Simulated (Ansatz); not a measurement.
The compound is Tl2PtF6 (started from the K2PtCl6 type) (Fm-3m).

The structure was built from a prototype and need not be the compound's stable phase.

Symmetry: Fm-3m, No. 225, cubic system. Conventional cell: a = 8.862 Å, b = 8.862 Å, c = 8.862 Å, α = 90.00°, β = 90.00°, γ = 90.00°. Nearest to Tl lie 12 F at 3.14 Å. Nearest to Pt lie 6 F at 1.97 Å. F has 1 Pt at 1.97 Å nearest. Farther neighbours and most contacts between anions are not listed.

```yaml
crystal:
  lattice:
    - [4.43091, 0.00000, 4.43091]
    - [4.43091, 4.43091, 0.00000]
    - [0.00000, 4.43091, 4.43091]
  atoms:
    - { symbol: Tl, position: [0.25000, 0.25000, 0.25000] }
    - { symbol: Tl, position: [0.75000, 0.75000, 0.75000] }
    - { symbol: Pt, position: [0.00000, 0.00000, 0.00000] }
    - { symbol: F, position: [0.22186, 0.22186, 0.77814] }
    - { symbol: F, position: [0.77814, 0.77814, 0.22186] }
    - { symbol: F, position: [0.22186, 0.77814, 0.22186] }
    - { symbol: F, position: [0.77814, 0.22186, 0.77814] }
    - { symbol: F, position: [0.77814, 0.22186, 0.22186] }
    - { symbol: F, position: [0.22186, 0.77814, 0.77814] }
```

The structure was relaxed with PBE. The structure type comes from a generator and need not be one that this composition takes. The structure was generated from a model, not taken from a measurement. The runs that relaxed it are not among those shown. The program's search for lower electronic states was switched off, so nothing shows that the state found is the lowest. Spin-orbit coupling is left out unless a run names it. PAW set soft_2, made with PBE.

A constrained-RPA run (Ansatz 0.2.0; non-magnetic PBE; Pt eg, bands c1 to c2, 4×4×4 mesh, medium accuracy) builds 2 functions on bands 0.49 eV wide, with 0.0 electrons in the window. The bare on-site interaction is 11.5 eV and the bare J 0.68 eV.

What U and J survive the screening?

On the Pt eg shell, U = 4.54 eV (40 % of the bare value), U′ = 3.77 eV, J = 0.39 eV.

The parent state is non-magnetic and the interaction static (zero frequency); U depends on the window and the orbitals, so it belongs to this model alone. Spin-orbit coupling, which is strong for atoms this heavy, is left out.

[Paths, hosts, dates, memory and timing lines, banners, echoed tables and standing remarks are left out of the program output.]

[Logs are printed without paths, hosts, clocks, repeated set-up lines and the standing remarks that a program may print on its own settings, such as how far it seeks lower states.]

[Runs of the session that timed out or met a known fault of the program may be left out.]

[Hosts, paths, dates, database ids (printed as entryN), source tags and the programs' standing remarks are cut or masked in the printed files.]
